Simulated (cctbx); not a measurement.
# A crystallographic session in cctbx: Cu2Sb2Pb

Library: cctbx 2025.11. The data are simulated by the first script.

## 1. Simulate the data

run.py:

```python
from cctbx import adptbx, crystal, miller, sgtbx, xray
from cctbx.array_family import flex
from iotbx.shelx import hklf
from scitbx import matrix
import scitbx.random

cs = crystal.symmetry(unit_cell=(4.358, 4.358, 10.295, 90, 90, 90), space_group_symbol='Hall: P 4ab 2ab -1ab')  # P4/nmm
atoms = [  # label, site, U (iso, or U11 U22 U33 U12 U13 U23 in A^2), occupancy
    ("Pb1", (0, 0.5, 0.7603), (0.0106, 0.0106, 0.0143, 0.0000, 0.0000, 0.0000), 0.85),
    ("Cu1", (0, 0.5, 0.7603), (0.0106, 0.0106, 0.0143, 0.0000, 0.0000, 0.0000), 0.15),
    ("Sb1", (0, 0.5, 0.1222), (0.0171, 0.0171, 0.0123, 0.0000, 0.0000, -0.0000), 1),
    ("Sb2", (0.5, 0.5, 0.5), (0.0140, 0.0140, 0.0141, -0.0000, 0.0000, 0.0000), 1),
    ("Cu2", (0, 0.5, 0.369), (0.0193, 0.0193, 0.0175, 0.0000, 0.0000, -0.0000), 0.85),
    ("Pb2", (0, 0.5, 0.369), (0.0193, 0.0193, 0.0175, 0.0000, 0.0000, -0.0000), 0.15),
    ("Cu3", (0.5, 0.5, 0), (0.0262, 0.0262, 0.0276, 0.0000, 0.0000, 0.0000), 1),
]
xs = xray.structure(crystal_symmetry=cs)
for label, site, u, occ in atoms:
    u = adptbx.u_cif_as_u_star(cs.unit_cell(), u) if isinstance(u, tuple) else u
    xs.add_scatterer(xray.scatterer(label, site=site, u=u, occupancy=occ))
xs.set_inelastic_form_factors(1.54184, "sasaki")
xs.show_summary()
p1 = xs.expand_to_p1()
ms = miller.build_set(p1, anomalous_flag=True, d_min=0.8)
flex.set_random_seed(971712)
scitbx.random.set_random_seed(971712)
ms = ms.select(flex.random_double(ms.size()) < 0.8)
i = ms.structure_factors_from_scatterers(p1, algorithm="direct").f_calc().as_intensity_array().data()
i = i / flex.sqrt(1 + 0.3 * i / flex.max(i))  # extinction
i = i * 70000 / flex.max(i)
sig = flex.sqrt(i + flex.pow2(0.015 * i) + 15 ** 2)
noise = scitbx.random.variate(scitbx.random.normal_distribution())(i.size())
data = ms.array(data=i + sig * noise, sigmas=sig).set_observation_type_xray_intensity()
with open("data.hkl", "w") as f:
    data.export_as_shelx_hklf(f)
print("reflections written:", data.size(), " <I/sigma> = %.1f" % flex.mean(data.data() / data.sigmas()))
for h, a, b in list(data.sort("data"))[:12]:
    print("%4d%4d%4d %9.1f %7.1f" % (h + (a, b)))
```

```console
$ python run.py
```

```text
Number of scatterers: 7
At special positions: 7
Unit cell: (4.358, 4.358, 10.295, 90, 90, 90)
Space group: P 4/n m m :1 (No. 129)
reflections written: 1315  <I/sigma> = 24.6
   0  -2   0   72027.9  1082.9
   2   0   0   71213.9  1082.9
   0   2   0   69078.8  1082.9
   2   2   0   49755.6   760.9
  -2  -2   0   48303.2   760.9
  -2   2   0   48088.7   760.9
  -1  -1   2   36817.4   567.5
  -1  -1  -2   36315.6   567.5
  -1   1   2   36254.7   567.5
   1   1  -2   36152.0   567.5
  -1   1  -2   36071.9   567.5
   1  -1   2   36036.8   567.5
```

Run time: 0.44 s on 1 thread of Arm Neoverse N1, with other jobs on the host, peak memory 0.07 GiB.

## 2. Refinement

run.py:

```python
import math
from cctbx import adptbx, crystal, maptbx, sgtbx, xray
from cctbx.array_family import flex
from cctbx.xray import observations
from iotbx.shelx import hklf
from scitbx.lstbx import normal_eqns_solving
from smtbx import absolute_structure, utils
from smtbx.refinement import constraints, least_squares

cs = crystal.symmetry(unit_cell=(4.358, 4.358, 10.295, 90, 90, 90), space_group_symbol='Hall: P 4ab 2ab -1ab')  # P4/nmm
atoms = [  # label, site, U (iso, or U11 U22 U33 U12 U13 U23 in A^2), occupancy
    ("Pb1", (0, 0.5, 0.7603), 0.0200, 1),
    ("Sb1", (0, 0.5, 0.1222), 0.0200, 1),
    ("Sb2", (0.5, 0.5, 0.5), 0.0200, 1),
    ("Cu2", (0, 0.5, 0.369), 0.0200, 1),
    ("Cu3", (0.5, 0.5, 0), 0.0200, 1),
]
xs = xray.structure(crystal_symmetry=cs)
for label, site, u, occ in atoms:
    u = adptbx.u_cif_as_u_star(cs.unit_cell(), u) if isinstance(u, tuple) else u
    xs.add_scatterer(xray.scatterer(label, site=site, u=u, occupancy=occ))
xs.set_inelastic_form_factors(1.54184, "sasaki")
xs.convert_to_anisotropic()
raw = hklf.reader(file_name="data.hkl").as_miller_arrays(crystal_symmetry=cs, anomalous=True)[0]
merged = raw.eliminate_sys_absent().merge_equivalents()
fo2 = merged.array().set_observation_type_xray_intensity()
print("Rint %.3f, %d unique reflections to %.2f A" % (merged.r_int(), fo2.size(), fo2.d_min()))
for sc in xs.scatterers():
    sc.flags.set_grad_site(True)
    sc.flags.set_grad_u_aniso(sc.flags.use_u_aniso())
    sc.flags.set_grad_u_iso(sc.flags.use_u_iso())
obs = fo2.as_xray_observations()
extra = {}
rep = constraints.reparametrisation(xs, [], utils.connectivity_table(xs), **extra)
ls = least_squares.crystallographic_ls(obs, rep, weighting_scheme=least_squares.mainstream_shelx_weighting(a=0, b=0))
print("cycle     R1     wR2    GooF  max shift (A)")
for cycle in range(12):
    ls.build_up()
    r1, wr2, goof = ls.r1_factor(cutoff_factor=2)[0], ls.wR2(), ls.goof()
    old = xs.sites_cart()
    normal_eqns_solving.levenberg_marquardt_iterations(ls, n_max_iterations=3, tau=1e-06, step_threshold=1e-7)
    big = flex.max((xs.sites_cart() - old).norms())
    print("%4d %7.4f %7.4f %7.3f %9.5f" % (cycle + 1, r1, wr2, goof, big))
    ls.build_up(objective_only=True)
    if abs(ls.wR2() - wr2) < 5e-5 and big < 5e-4:
        break
ls.build_up()
print("final R1 %.4f wR2 %.4f GooF %.3f  parameters %d  data/parameter %.1f" % (ls.r1_factor(cutoff_factor=2)[0], ls.wR2(), ls.goof(), ls.n_parameters, fo2.size() / ls.n_parameters))
cov = ls.covariance_matrix_and_annotations()
su = dict(zip(cov.annotations, (math.sqrt(max(v, 0)) for v in cov.matrix.matrix_packed_u_diagonal())))
a2 = cs.unit_cell().reciprocal_parameters()[0] ** -2
print("atom        x        y        z      Ueq    occ   su(xyz)  su(Uiso or U11)")
for sc in xs.scatterers():
    s = max(su.get(sc.label + k, 0) for k in (".x", ".y", ".z"))
    npd = "" if sc.is_positive_definite_u(cs.unit_cell()) else "  NPD"
    print("%-5s %8.5f %8.5f %8.5f %8.4f %6.3f %8.5f %7.4f%s" % ((sc.label,) + sc.site + (sc.u_iso_or_equiv(cs.unit_cell()), sc.occupancy, s, su.get(sc.label + ".uiso", su.get(sc.label + ".u11", 0) * a2), npd)))
fo = fo2.f_sq_as_f()
fc = fo.structure_factors_from_scatterers(xs, algorithm="direct").f_calc()
diff = fo.f_obs_minus_f_calc(1 / math.sqrt(ls.scale_factor()), fc).average_bijvoet_mates()
m = diff.fft_map(symmetry_flags=maptbx.use_space_group_symmetry, resolution_factor=0.25).apply_volume_scaling()
print("difference map: max %.2f min %.2f rms %.2f" % (m.statistics().max(), m.statistics().min(), m.statistics().sigma()))
peaks = m.peak_search(parameters=maptbx.peak_search_parameters(min_distance_sym_equiv=0.6, max_clusters=6)).all()
near = xs.closest_distances(peaks.sites(), distance_cutoff=4)
sps = cs.special_position_settings(min_distance_sym_equiv=0.5)
for k, (x, h) in enumerate(zip(peaks.sites(), peaks.heights())):
    ss = sps.site_symmetry(x)
    print("Q%-3d %7.4f %7.4f %7.4f %4d %7.2f  %.2f A from %s" % ((k + 1,) + tuple(t % 1 for t in ss.exact_site()) + (ss.multiplicity(), h, near.smallest_distances[k], xs.scatterers()[near.i_seqs[k]].label)))
```

```console
$ python run.py
```

```text
Rint 0.015, 151 unique reflections to 0.80 A
cycle     R1     wR2    GooF  max shift (A)
   1  0.1090  0.2631  24.740   0.00574
   2  0.0462  0.1302  12.245   0.00004
final R1 0.0462 wR2 0.1302 GooF 12.245  parameters 13  data/parameter 11.6
atom        x        y        z      Ueq    occ   su(xyz)  su(Uiso or U11)
Pb1    0.00000  0.50000  0.76046   0.0140  1.000  0.00022  0.0008
Sb1    0.00000  0.50000  0.12257   0.0112  1.000  0.00041  0.0012
Sb2    0.50000  0.50000  0.50000   0.0104  1.000  0.00000  0.0011
Cu2    0.00000  0.50000  0.36844  -0.0038  1.000  0.00065  0.0018  NPD
Cu3    0.50000  0.50000  0.00000   0.0246  1.000  0.00000  0.0032
difference map: max 7.54 min -1.97 rms 0.82
Q1    0.0000  0.5000  0.4018    2    7.65  0.34 A from Cu2
Q2    0.0000  0.5000  0.0919    2    3.21  0.32 A from Sb1
Q3    0.0000  0.0000  0.5000    2    2.85  0.00 A from Sb2
Q4    0.0000  0.0000  0.0000    2    1.66  0.00 A from Cu3
Q5    0.0000  0.5000  0.7538    2    1.60  0.07 A from Pb1
Q6    0.0000  0.2868  0.8146    8    1.06  1.08 A from Pb1
```

Time: 0.78 s.

This run holds a fault made on purpose: disorder ignored: each site full, of its main element.

## 3. Refinement (occupancies of the disordered sites free, main element alone)

run.py, as its changes from the last script of this kind:

```diff
@@ -12,5 +12,5 @@
-    ("Pb1", (0, 0.5, 0.7603), 0.0200, 1),
-    ("Sb1", (0, 0.5, 0.1222), 0.0200, 1),
-    ("Sb2", (0.5, 0.5, 0.5), 0.0200, 1),
-    ("Cu2", (0, 0.5, 0.369), 0.0200, 1),
-    ("Cu3", (0.5, 0.5, 0), 0.0200, 1),
+    ("Pb1", (0, 0.5, 0.76046), 0.0120, 1),
+    ("Sb1", (0, 0.5, 0.12257), 0.0120, 1),
+    ("Sb2", (0.5, 0.5, 0.5), 0.0120, 1),
+    ("Cu2", (0, 0.5, 0.36844), 0.0120, 1),
+    ("Cu3", (0.5, 0.5, 0), 0.0120, 1),
@@ -31,0 +32 @@
+    sc.flags.set_grad_occupancy(sc.label in ('Pb1', 'Cu2'))
@@ -37 +38 @@
-for cycle in range(12):
+for cycle in range(20):
@@ -56,0 +58,2 @@
+print("su of occupancy Pb1: %.3f" % su["Pb1.occ"])
+print("su of occupancy Cu2: %.3f" % su["Cu2.occ"])
```

```console
$ python run.py
```

```text
Rint 0.015, 151 unique reflections to 0.80 A
cycle     R1     wR2    GooF  max shift (A)
   1  0.0918  0.2162  20.479   0.00499
   2  0.0218  0.0424   4.012   0.00049
   3  0.0146  0.0257   2.433   0.00019
   4  0.0121  0.0205   1.945   0.00009
   5  0.0112  0.0190   1.796   0.00005
   6  0.0109  0.0185   1.752   0.00003
   7  0.0107  0.0184   1.739   0.00001
final R1 0.0107 wR2 0.0183 GooF 1.735  parameters 15  data/parameter 10.1
atom        x        y        z      Ueq    occ   su(xyz)  su(Uiso or U11)
Pb1    0.00000  0.50000  0.76038   0.0121  0.901  0.00003  0.0001
Sb1    0.00000  0.50000  0.12219   0.0151  1.000  0.00005  0.0002
Sb2    0.50000  0.50000  0.50000   0.0135  1.000  0.00000  0.0002
Cu2    0.00000  0.50000  0.36897   0.0125  1.275  0.00009  0.0004
Cu3    0.50000  0.50000  0.00000   0.0269  1.000  0.00000  0.0005
su of occupancy Pb1: 0.003
su of occupancy Cu2: 0.007
difference map: max 0.49 min -1.60 rms 0.21
Q1    0.2614  0.2386  0.3073    8    0.50  1.63 A from Pb1
Q2    0.2500  0.2500  0.0000    4    0.39  1.54 A from Cu3
Q3    0.1375  0.3625  0.5890    8    0.35  1.92 A from Sb2
Q4    0.0000  0.2215  0.2465    8    0.34  1.75 A from Cu2
Q5    0.0000  0.2724  0.5501    8    0.33  1.29 A from Sb2
Q6    0.2283  0.2717  0.4592    8    0.31  1.60 A from Sb2
```

It took 1.3 s on 1 thread of Arm Neoverse N1, with other jobs on the host, peak memory 0.08 GiB.

[Logs are printed without paths, hosts, clocks, repeated set-up lines and the standing remarks that a program may print on its own settings, such as how far it seeks lower states.]
